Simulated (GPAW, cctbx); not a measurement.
# Reading charge transfer from structure factors

TlAuS2, P6_3/mmc (no. 194), a = 4.1309 Å, b = 4.1309 Å, c = 14.7971 Å, α = 90.00°, β = 90.00°, γ = 120.00°.

| atom | mult. | x | y | z |
| --- | --- | --- | --- | --- |
| Tl1 | 2 | 0 | 0 | 1/2 |
| Au1 | 2 | 1/3 | 2/3 | 1/4 |
| S1 | 4 | 1/3 | 2/3 | 0.4063 |

The start was made by putting kin elements into a known structure type; the compound need not exist, or be stable, in this form.

Absolute values of the static structure factors of the conventional cell from DFT (PBE, GPAW) against free spherical atoms, in electrons:

```csv
hkl,d (Å),free atoms,crystal
002,7.399,26.66,26.73
004,3.699,256.29,255.78
100,3.578,49.44,49.14
101,3.477,148.99,149.04
102,3.221,206.29,205.94
103,2.896,79.89,79.29
104,2.572,86.75,86.84
006,2.466,37.75,38.09
105,2.280,121.00,121.07
110,2.065,298.87,298.44
```

**Question.** Which way does charge move, and which reflections show it best?

Project each element's phase sum on the total phase. |F| rises if density moves to atoms that scatter in phase and falls if it moves to atoms that scatter against it; the rule is for low angles, since changes of shape take over beyond. Where all elements are in phase the terms compete, and the compactness of the donor's and the acceptor's density matters too.

| hkl | Tl in phase | Au in phase | S in phase | change (e) | (%) |
| --- | --- | --- | --- | --- | --- |
| 002 | +2.0 | -2.0 | +1.5 | +0.07 | +0.3 |
| 004 | +2.0 | +2.0 | -2.8 | -0.51 | -0.2 |
| 100 | +2.0 | -1.0 | -2.0 | -0.30 | -0.6 |
| 101 | 0.0 | +1.7 | +1.9 | +0.05 | 0.0 |
| 102 | +2.0 | +1.0 | -0.8 | -0.35 | -0.2 |
| 103 | 0.0 | +1.7 | -3.4 | -0.59 | -0.7 |
| 104 | +2.0 | -1.0 | +1.4 | +0.08 | +0.1 |
| 006 | -2.0 | +2.0 | +3.7 | +0.33 | +0.9 |

Low-angle reflections that set elements apart and change by more than 0.05 e: 002, 004, 100, 101, 102, 103, 104 and 006. The signs fit a gain of density on S and a loss on Tl and Au, apart from 002 and 104. The best witness is 006, +0.9 %, where S enters with +3.7. The real-space density agrees: Voronoi charges Tl +0.32, Au +0.12, S -0.22 e. The shortest bond, Au–S, has Δρ = +0.06 e/Å³ at its midpoint.

[Outputs are excerpts: Python notices, other lines and further rows are left out; steps that failed or that the build refused (PBEsol, TPSS) are not shown.]

[Logs are printed without paths, hosts, clocks, repeated set-up lines and the standing remarks that a program may print on its own settings, such as how far it seeks lower states.]
